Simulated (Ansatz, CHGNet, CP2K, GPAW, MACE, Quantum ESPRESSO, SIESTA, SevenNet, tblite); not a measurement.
**Running random rutile alloy of IrO2 and SiO2 (96 atoms) with GPAW**

Aim: run random rutile alloy of IrO2 and SiO2 (96 atoms) in GPAW and see how near its forces come to a plane-wave reference, and at what cost.

Program: GPAW 26.7.0. Level of theory: the method is named at each step. Results are calculated unless marked as measured.

**1. Set-up**

The cell holds 96 atoms: 16 Si, 64 O and 16 Ir. Cell: a = 8.677 Å, b = 8.677 Å, c = 11.638 Å, α = 90.0°, β = 90.0°, γ = 90.0°. It derives from IrO2 (rutile), repeated 2×2×4. Rutile IrO2, 2 x 2 x 4 conventional cells, 16 of 32 Ir sites given to Si at random (x = 0.500), lattice by Vegard's rule (cell 4.338, 4.338, 2.909, 90, 90, 90); every coordinate displaced by a Gaussian of 0.07 Å. Then every atom was moved at random, 0.03 Å r.m.s. a Cartesian component.

The yardstick, on the same geometry:

```
method                 : Kohn-Sham DFT, PBE, SSSP efficiency 1.3.0 pseudopotentials, plane waves (Quantum ESPRESSO 7.5); sssp-pbe-1.3.0-efficiency, cutoffs 60/480 Ry, Γ point
r.m.s. force component : 3.975 eV/Å
longest force          : 18.02 eV/Å
pressure               : 35.13 GPa
time                   : 4.5 min on 4 MPI ranks of Arm Neoverse V2, shared host
CPU time               : 18 min
```

**2. PBE, LCAO dzp, h 0.18 Å**

Method: Kohn-Sham DFT, PBE, PAW, atomic orbitals (dzp).

The input, run.py:

```python
import numpy as np
from ase.io import read
from gpaw import GPAW, FermiDirac
from ase.parallel import parprint as print

atoms = read("structure.xyz")
atoms.calc = GPAW(
    mode="lcao",
    basis="dzp",
    h=0.18,
    xc="PBE",
    kpts={"size": (1, 1, 1), "gamma": True},
    occupations=FermiDirac(0.05),
    maxiter=200,
    symmetry={"point_group": False},
    txt="gpaw.txt",
)
energy = atoms.get_potential_energy(force_consistent=True)
forces = atoms.get_forces()
print(f"energy {energy:.6f} eV")
print("forces (eV/A)")
for i, (a, f) in enumerate(zip(atoms, forces)):
    print(f"{i:4d} {a.symbol:2s} {f[0]:10.5f} {f[1]:10.5f} {f[2]:10.5f}")
print(f"Fermi level {atoms.calc.get_fermi_level():.4f} eV")
for k in range(len(atoms.calc.get_ibz_k_points())):
    for s in range(atoms.calc.get_number_of_spins()):
        e = atoms.calc.get_eigenvalues(kpt=k, spin=s)
        n = np.searchsorted(e, atoms.calc.get_fermi_level())
        print(f"k {k} spin {s} levels about the Fermi level:", np.round(e[max(n - 6, 0):n], 4).tolist(), "|", np.round(e[n:n + 6], 4).tolist())
```

The input, structure.xyz:

```xyz
96
Lattice="8.67700 0.00000 0.00000 0.00000 8.67700 0.00000 0.00000 0.00000 11.63800" Properties=species:S:1:pos:R:3 pbc="T T T"
Si 0.15115 0.09536 0.04178
Si 2.14912 2.09845 1.45778
O 1.23890 1.21868 11.48298
O 2.93664 3.09344 0.13337
O 0.95326 3.60200 1.54681
O 3.55505 0.86944 1.50212
Ir 8.64082 0.00564 2.97875
Ir 2.24838 2.08769 4.26253
O 1.32611 1.29817 2.98259
O 2.90419 2.94931 2.85178
O 0.76149 3.42507 4.29093
O 3.54542 0.82041 4.43478
Ir 8.54797 8.63865 5.86031
Ir 2.23667 2.06270 7.35964
O 1.18484 1.18606 5.93038
O 2.98697 3.17977 5.95772
O 0.74015 3.57484 7.20043
O 3.47583 0.82379 7.12257
Si 0.09796 0.08373 8.75899
Ir 2.24500 1.99502 10.15951
O 1.29122 1.30832 8.74642
O 2.97326 3.04849 8.76749
O 0.93902 3.34377 10.14100
O 3.51748 0.69572 10.25529
Si 8.66424 4.22188 0.07635
Si 2.30704 6.34072 1.35641
O 1.40411 5.79094 0.02281
O 3.04537 7.30291 0.01676
O 0.76627 7.87082 1.38446
O 3.63610 5.16872 1.45103
Si 0.14751 4.32982 2.89391
Si 2.19511 6.51027 4.50356
O 1.21504 5.61697 2.94046
O 3.12728 7.41788 2.89379
O 0.89434 7.80340 4.32631
O 3.41796 5.06459 4.37461
Ir 8.58954 4.24939 5.83250
Ir 2.21576 6.57743 7.19985
O 1.28706 5.56560 5.87626
O 3.03331 7.42439 5.72834
O 0.99204 7.86830 7.30750
O 3.62994 5.17158 7.34730
Ir 0.06933 4.37373 8.72384
Si 2.14261 6.51625 10.11354
O 1.28749 5.79528 8.68788
O 2.91781 7.31324 8.74014
O 0.85902 7.68210 9.99704
O 3.56217 5.17791 10.34141
Si 4.35733 8.62763 11.62776
Ir 6.54081 2.22825 1.54541
O 5.66027 1.20229 11.62043
O 7.30786 3.05786 11.49951
O 5.11336 3.50811 1.40517
O 7.82587 0.85078 1.43287
Si 4.44098 8.65184 2.86679
Ir 6.49014 2.27337 4.35762
[... 36 atom lines left out ...]
O 5.57610 5.60985 8.84907
O 7.31055 7.35749 8.71849
O 5.33818 7.92384 10.36573
O 7.91299 5.17253 10.27356
```

Launch:

```
$ OMP_NUM_THREADS=1 mpirun -np 2 gpaw python run.py > output.txt
```

Log:

```text
energy -621.988924 eV
forces (eV/A)
   0 Si   -5.58693   -4.61213   -0.75091
   1 Si    1.26961    0.23930   -0.50631
   2 O     1.77649    1.47414    5.78996
   3 O    -2.39129   -3.80649    0.18137
   4 O    -1.02804   -1.77147   -2.19173
   5 O    -0.96165    0.33527   -0.85727
   6 Ir    0.15751   -0.12845   -4.14480
   7 Ir   -3.69700    2.35075   12.54715
   8 O    -1.32316   -0.86545   -7.12909
   9 O     1.99770    2.07779   -5.09962
  10 O     0.83038   -1.06314   -1.85303
  11 O    -4.41723    4.19245  -14.14564
  12 Ir    5.01319   -5.71242    1.63095
  13 Ir   -5.15878    5.65416   -6.42819
  14 O     4.16104    3.93270   -2.13689
  15 O    -3.02595   -4.61394   -2.02250
  16 O     5.22441   -5.45444    4.97035
  17 O     0.16268   -0.86407    8.96764
  18 Si   -1.69479   -2.87695    0.74215
  19 Ir   -0.05723    6.57320    3.93324
  20 O    -3.22392   -3.98194   -0.39538
  21 O     4.39733    3.59681   -0.31117
  22 O    -2.32000    3.27080    2.92173
  23 O     3.96576   -3.44361   -1.49972
[...]
88 O    -1.18275   -0.75031    2.30288
  89 O    -1.91549    1.81139    3.32154
  90 Si    2.01140   -1.51304    2.24384
  91 Ir    1.63087   -3.16650    5.47578
  92 O    -0.35231   -0.11073   -4.91040
  93 O     2.47057    1.78272   -4.82692
  94 O    -3.88392    1.96876   -3.66405
  95 O     0.95814   -0.61116    1.34760
Fermi level 10.0471 eV
k 0 spin 0 levels about the Fermi level: [9.674, 9.8016, 9.8308, 9.8852, 9.915, 10.0302] | [10.0803, 10.1395, 10.1929, 10.2601, 10.3802, 10.4681]
```

gpaw.txt:

```text
Input parameters:
  mode=LCAO(),
  basis={'default': 'dzp'},
  h=0.18,
  kpts=MonkhorstPack(size=(1, 1, 1), gamma=True),
  maxiter=200,
  occupations=Occupations(name='fermi-dirac', width=0.05, fixmagmom=False),
  symmetry=Symmetry(point_group=False),
  xc=XC(name='PBE')
Unit cell  # Å
| periodic |        x |        y |         z |   lengths |    angles |
|----------|----------|----------|-----------|-----------|-----------|
|      yes | 8.677000 | 0.000000 |  0.000000 |  8.677000 | 90.000000 |
|      yes | 0.000000 | 8.677000 |  0.000000 |  8.677000 | 90.000000 |
|      yes | 0.000000 | 0.000000 | 11.638000 | 11.638000 | 90.000000 |
Number of symmetries: 1
Symmetry operations  # r_c * U_cc + t_c -> r_c
|   | kind |            matrix            |
|---|------|------------------------------|
| 0 |  E   |  1, 0, 0,  0, 1, 0,  0, 0, 1 |
BZ-sampling:
  Number of BZ points: 1
  Number of IBZ points: 1
  Monkhorst-Pack size: [1, 1, 1]
  Monkhorst-Pack shift: [0, 0, 0]
[... lines left out ...]
      Number of RI-basis functions 0
Reference energy: -8008553.644646  # eV
eigensolver:
density mixing:
  MSR1-Mixer
occupation numbers:
  Fermi-Dirac:
    width: 0.0500  # eV
FastPoissonSolver using
    Stencil: 6*3+1=19 point O(h^6) finite-difference Laplacian
xc functional:
  name: PBE with 2 nearest neighbor stencil
interpolation: tri-quintic # 5. degree polynomial
Initialization done in: 6.625 s
convergence criteria:
- Maximum [total energy] change in last 3 cyles: 0.0005 eV / valence electron
- Maximum integral of absolute [dens]ity change: 0.0001 electrons / valence electron
- Maximum integral of absolute [eigenst]ate change: 4e-08 eV^2 / valence electron
maximum number of iterations: 200
SCF iterations
|iter     |      energy | eigst |  dens |
|---------|-------------|-------|-------|
|iter:   1| -665.515462 |      c|       |
|iter:   2| -653.137564 |      c| -0.98 |
|iter:   3| -703.299824 |      c| -1.04 |
|iter:   4| -639.489727 |      c| -1.07 |
[...]
|iter:  11| -622.145808 |      c| -1.93 |
|iter:  12| -621.929299 |      c| -2.15 |
|iter:  13| -621.922192c|      c| -2.33 |
|iter:  14| -621.896595c|      c| -2.51 |
|iter:  15| -621.867489c|      c| -2.72 |
[...]
|iter:  21| -621.862326c|      c| -3.76 |
|iter:  22| -621.862265c|      c| -3.73 |
|iter:  23| -621.862271c|      c| -4.03c|
Converged in 23 steps
SCF loop duration: 252.916 s (10.996 s/step)
Energy contributions relative to reference atoms: (reference = -8008553.644646)
Energy contributions:
  Kinetic:        1665.564179
  Coulomb:       -1446.963367
  Zero:              8.727751
  External:          0.000000
  Xc:             -849.064182
  Entropy:          -0.253304
  Spinorbit:         0.000000
  ----------------------------
  Free energy:    -621.988924
  Extrapolated:   -621.862271
dipole moment: (28.201314, -8.494755, -72.624413)  # |e|*Ang
Fermi level: 10.047
Eigenvalues  # (at kpt = [0.000, 0.000, 0.000])
| band index |      eig [eV] | occ [0-2] |
|------------|---------------|-----------|
|          0 |       -42.344 |     2.000 |
|        ... |               |           |
|        336 |         9.546 |     2.000 |
|        337 |         9.660 |     1.999 |
[...]
|        351 |        10.819 |     0.000 |
|        ... |               |           |
|        416 |        17.971 |     0.000 |
Gap: 0.050 eV
Transition (v -> c):
  (s=0, k=0, n=343, [0.00, 0.00, 0.00]) -> (s=0, k=0, n=344, [0.00, 0.00, 0.00])
No difference between direct/indirect transitions
Force computation time: 26.678  # s
```

Wall time 4.8 min (2 MPI ranks of Arm Neoverse V2, shared host); peak memory 2.2 GiB.

Banners, paths, timers and routine set-up lines are dropped from the logs unmarked, and long logs keep their key lines alone; longer cuts are marked.

Compared with the plane-wave run:

* r.m.s. force component: 4.069 eV/Å
* r.m.s. difference of force components: 207 meV/Å
* longest difference of force vectors: 807.6 meV/Å
* force difference over r.m.s. force: 5.207 %
* slope of forces against the reference's: 1.022
* correlation of force components: 0.999

Length of the force difference by element (eV/Å):

```tsv
element	atoms	mean	most
Ir	16	0.29	0.54
O	64	0.28	0.80
Si	16	0.49	0.81
```

A closer look about Si68, picked at random: 10 atoms, nearest first, numbered in the order of the input, with positions taken from that point.

```tsv
atom	x	y	z	distance (Å)	bonds	Fx	Fy	Fz (eV/Å)
Si68	0.00	0.00	0.00	0.00	6	0.82	-1.01	4.53
O71	-1.14	1.29	0.10	1.72	3	-1.92	0.08	-2.52
O70	0.94	0.81	-1.31	1.81	3	2.01	1.34	6.83
O69	-0.70	-0.91	-1.40	1.81	3	-4.67	-4.25	8.44
O52	0.87	0.87	1.43	1.88	3	1.77	0.57	0.09
O72	1.42	-1.39	0.06	1.99	3	0.44	-0.04	-0.30
O51	-0.77	-0.99	1.55	1.99	3	0.06	1.67	-1.50
Ir62	0.10	0.03	-2.62	2.62	6	-0.55	0.75	-17.24
Ir50	0.11	0.04	3.11	3.11	6	-5.42	-3.57	-15.63
O95	-1.10	-2.94	0.29	3.15	3	-3.88	1.97	-3.66
```

Atoms are counted from 1 here, from 0 in the log.

Forces lie 5.2 % from the reference's, at 0.54 times its CPU time (on 2 against 4 cores).

**3. PBE, LCAO szp(dzp), h 0.18 Å**

Method: Kohn-Sham DFT, PBE, PAW, atomic orbitals (szp(dzp)).

run.py, as its differences from that of step 2:

```diff
@@ -3,3 +3,2 @@
 from gpaw import GPAW, FermiDirac
-from ase.parallel import parprint as print
 
@@ -8,3 +7,3 @@
     mode="lcao",
-    basis="dzp",
+    basis="szp(dzp)",
     h=0.18,
```

structure.xyz is that of step 2.

Launch:

```
$ OMP_NUM_THREADS=1 python run.py > output.txt
```

Log:

```text
energy -596.169353 eV
forces (eV/A)
   0 Si   -5.65621   -4.75009   -0.96405
   1 Si    1.17803    0.26187   -0.60564
   2 O     1.65215    1.40367    6.17433
   3 O    -2.59173   -4.02174    0.01742
   4 O    -0.95713   -1.90150   -2.23540
   5 O    -0.91864    0.31771   -0.94865
   6 Ir   -0.07413   -0.25384   -4.43832
   7 Ir   -4.01100    2.82618   13.80038
   8 O    -1.50763   -1.05650   -7.68197
   9 O     2.25613    2.36633   -5.56112
  10 O     0.94770   -1.20076   -1.90638
  11 O    -4.70023    4.35128  -15.41628
  12 Ir    5.39625   -6.67180    1.58774
  13 Ir   -5.67373    6.26557   -6.78969
  14 O     4.58828    4.34215   -2.29335
  15 O    -3.52607   -5.02555   -2.16896
  16 O     5.72182   -5.99455    5.27389
  17 O     0.34856   -1.11837    9.71229
  18 Si   -1.90774   -3.00576    0.59011
  19 Ir    0.26041    7.06459    4.33755
  20 O    -3.58840   -4.25555   -0.48640
  21 O     4.57806    3.79747   -0.25252
  22 O    -2.40891    3.32391    3.12396
  23 O     4.22678   -3.69202   -1.61671
[...]
88 O    -1.17802   -0.70593    2.13689
  89 O    -2.04957    1.91422    3.53964
  90 Si    2.08331   -1.62915    2.37556
  91 Ir    1.77328   -3.46039    5.73927
  92 O    -0.42571   -0.20497   -5.14901
  93 O     2.79325    2.07198   -5.11662
  94 O    -4.13607    2.24740   -3.80226
  95 O     0.94512   -0.58852    1.37873
Fermi level 10.1247 eV
k 0 spin 0 levels about the Fermi level: [9.7489, 9.8726, 9.9155, 9.969, 9.9954, 10.1077] | [10.158, 10.2185, 10.2624, 10.329, 10.4635, 10.5334]
```

gpaw.txt:

```text
Input parameters:
  mode=LCAO(),
  basis={'default': 'szp(dzp)'},
  h=0.18,
  kpts=MonkhorstPack(size=(1, 1, 1), gamma=True),
  maxiter=200,
  occupations=Occupations(name='fermi-dirac', width=0.05, fixmagmom=False),
  symmetry=Symmetry(point_group=False),
  xc=XC(name='PBE')
Unit cell  # Å
| periodic |        x |        y |         z |   lengths |    angles |
[... lines left out ...]
  Fermi-Dirac:
[... lines left out ...]
convergence criteria:
- Maximum [total energy] change in last 3 cyles: 0.0005 eV / valence electron
[... lines left out ...]
Converged in 23 steps
[... lines left out ...]
  Free energy:    -596.169353
  Extrapolated:   -596.039948
dipole moment: (28.545264, -8.744764, -73.027175)  # |e|*Ang
Fermi level: 10.125
Eigenvalues  # (at kpt = [0.000, 0.000, 0.000])
| band index |      eig [eV] | occ [0-2] |
|------------|---------------|-----------|
|          0 |       -42.624 |     2.000 |
|        ... |               |           |
|        336 |         9.614 |     2.000 |
|        337 |         9.722 |     1.999 |
[...]
|        351 |        10.925 |     0.000 |
|        ... |               |           |
|        416 |        18.337 |     0.000 |
Gap: 0.050 eV
Transition (v -> c):
  (s=0, k=0, n=343, [0.00, 0.00, 0.00]) -> (s=0, k=0, n=344, [0.00, 0.00, 0.00])
No difference between direct/indirect transitions
Force computation time: 36.850  # s
timing:  # [seconds]
  Total:  377.581  # ━━━━━━━━━━━━━━━━━━━━━━━━━━━━━━━━━━━━━━━━━━━━━━━━━━━━━━━━
  Init:     9.245  # ━╸
  SCF:    331.447  # ━━━━━━━━━━━━━━━━━━━━━━━━━━━━━━━━━━━━━━━━━━━━━━━━━
  Forces:  36.850  # ━━━━━╸
```

Wall time 6.3 min (1 thread); peak memory 1.6 GiB.

Compared with the plane-wave run:

```yaml
r_m_s_force_component: 4.392 eV/Å
r_m_s_difference_of_force_components: 484 meV/Å
longest_difference_of_force_vectors: 2095 meV/Å
force_difference_over_r_m_s_force: 12.18 %
slope_of_forces_against_the_reference_s: 1.103
correlation_of_force_components: 0.9983
```

This is a coarse setting, run to see what it loses.

Against the first run (5.2 %), the force difference from the reference is 12 %, at 0.66 times the CPU time (on 1 against 2 cores), with 960 basis functions against 1472: the smaller basis costs accuracy.

**4. RPBE, LCAO dzp, h 0.18 Å**

Method: Kohn-Sham DFT, RPBE, PAW, atomic orbitals (dzp).

run.py, as its differences from that of step 3:

```diff
@@ -3,2 +3,3 @@
 from gpaw import GPAW, FermiDirac
+from ase.parallel import parprint as print
 
@@ -7,5 +8,5 @@
     mode="lcao",
-    basis="szp(dzp)",
+    basis="dzp",
     h=0.18,
-    xc="PBE",
+    xc="RPBE",
     kpts={"size": (1, 1, 1), "gamma": True},
```

structure.xyz is that of step 3.

Launch:

```
$ OMP_NUM_THREADS=1 mpirun -np 2 gpaw python run.py > output.txt
```

Log:

```text
energy -574.714123 eV
forces (eV/A)
   0 Si   -5.64970   -4.66881   -0.77428
   1 Si    1.24723    0.21090   -0.52917
   2 O     1.72653    1.45352    5.96716
   3 O    -2.46284   -3.86690    0.23459
   4 O    -1.00454   -1.82202   -2.23980
   5 O    -0.99225    0.35715   -0.87454
   6 Ir    0.09776   -0.11713   -4.18384
   7 Ir   -3.71223    2.41674   12.82218
   8 O    -1.34602   -0.87837   -7.33435
   9 O     2.03516    2.14468   -5.27504
  10 O     0.83992   -1.08161   -1.92226
  11 O    -4.46909    4.21150  -14.46173
[...]
91 Ir    1.66059   -3.24709    5.46963
  92 O    -0.42692   -0.17445   -5.04717
  93 O     2.59531    1.90364   -4.97773
  94 O    -3.99475    2.08479   -3.69533
  95 O     0.98095   -0.62272    1.46777
Fermi level 10.1690 eV
k 0 spin 0 levels about the Fermi level: [9.7963, 9.925, 9.9524, 10.0074, 10.0364, 10.1524] | [10.2024, 10.2607, 10.3148, 10.3803, 10.5029, 10.5893]
```

gpaw.txt:

```text
Input parameters:
  mode=LCAO(),
  basis={'default': 'dzp'},
  h=0.18,
  kpts=MonkhorstPack(size=(1, 1, 1), gamma=True),
  maxiter=200,
  occupations=Occupations(name='fermi-dirac', width=0.05, fixmagmom=False),
  symmetry=Symmetry(point_group=False),
  xc=XC(name='RPBE')
[... lines left out ...]
  Fermi-Dirac:
[... lines left out ...]
convergence criteria:
- Maximum [total energy] change in last 3 cyles: 0.0005 eV / valence electron
[... lines left out ...]
Converged in 23 steps
[... lines left out ...]
  Free energy:    -574.714123
[... lines left out ...]
dipole moment: (28.118587, -8.449761, -72.582288)  # |e|*Ang
Fermi level: 10.169
Eigenvalues  # (at kpt = [0.000, 0.000, 0.000])
| band index |      eig [eV] | occ [0-2] |
|------------|---------------|-----------|
|          0 |       -42.219 |     2.000 |
|        ... |               |           |
|        336 |         9.669 |     2.000 |
|        337 |         9.782 |     1.999 |
[...]
|        351 |        10.939 |     0.000 |
|        ... |               |           |
|        416 |        18.178 |     0.000 |
Gap: 0.050 eV
Transition (v -> c):
  (s=0, k=0, n=343, [0.00, 0.00, 0.00]) -> (s=0, k=0, n=344, [0.00, 0.00, 0.00])
No difference between direct/indirect transitions
Force computation time: 28.891  # s
```

It took 4.8 min on 2 MPI ranks; peak memory 2.2 GiB; 9.6 min of CPU time.

Against the reference:

```
r.m.s. force component                  : 4.151 eV/Å
r.m.s. difference of force components   : 260.1 meV/Å
longest difference of force vectors     : 1027 meV/Å
force difference over r.m.s. force      : 6.544 %
slope of forces against the reference's : 1.043
correlation of force components         : 0.9989
```

Against the first run (5.2 %), the force difference from the reference is 6.5 %, at 1.0 times the CPU time; the model has changed, so this is no error of the program alone.

[end of part 1 of 2]

[Also dropped from logs without a mark: logging warnings of Python, and SIESTA's first energy breakdown and zero terms.]

[Logs are printed without paths, hosts, clocks, repeated set-up lines and the standing remarks that a program may print on its own settings, such as how far it seeks lower states.]

[Hosts, paths, dates, database ids (printed as entryN), source tags and the programs' standing remarks are cut or masked in the printed files.]
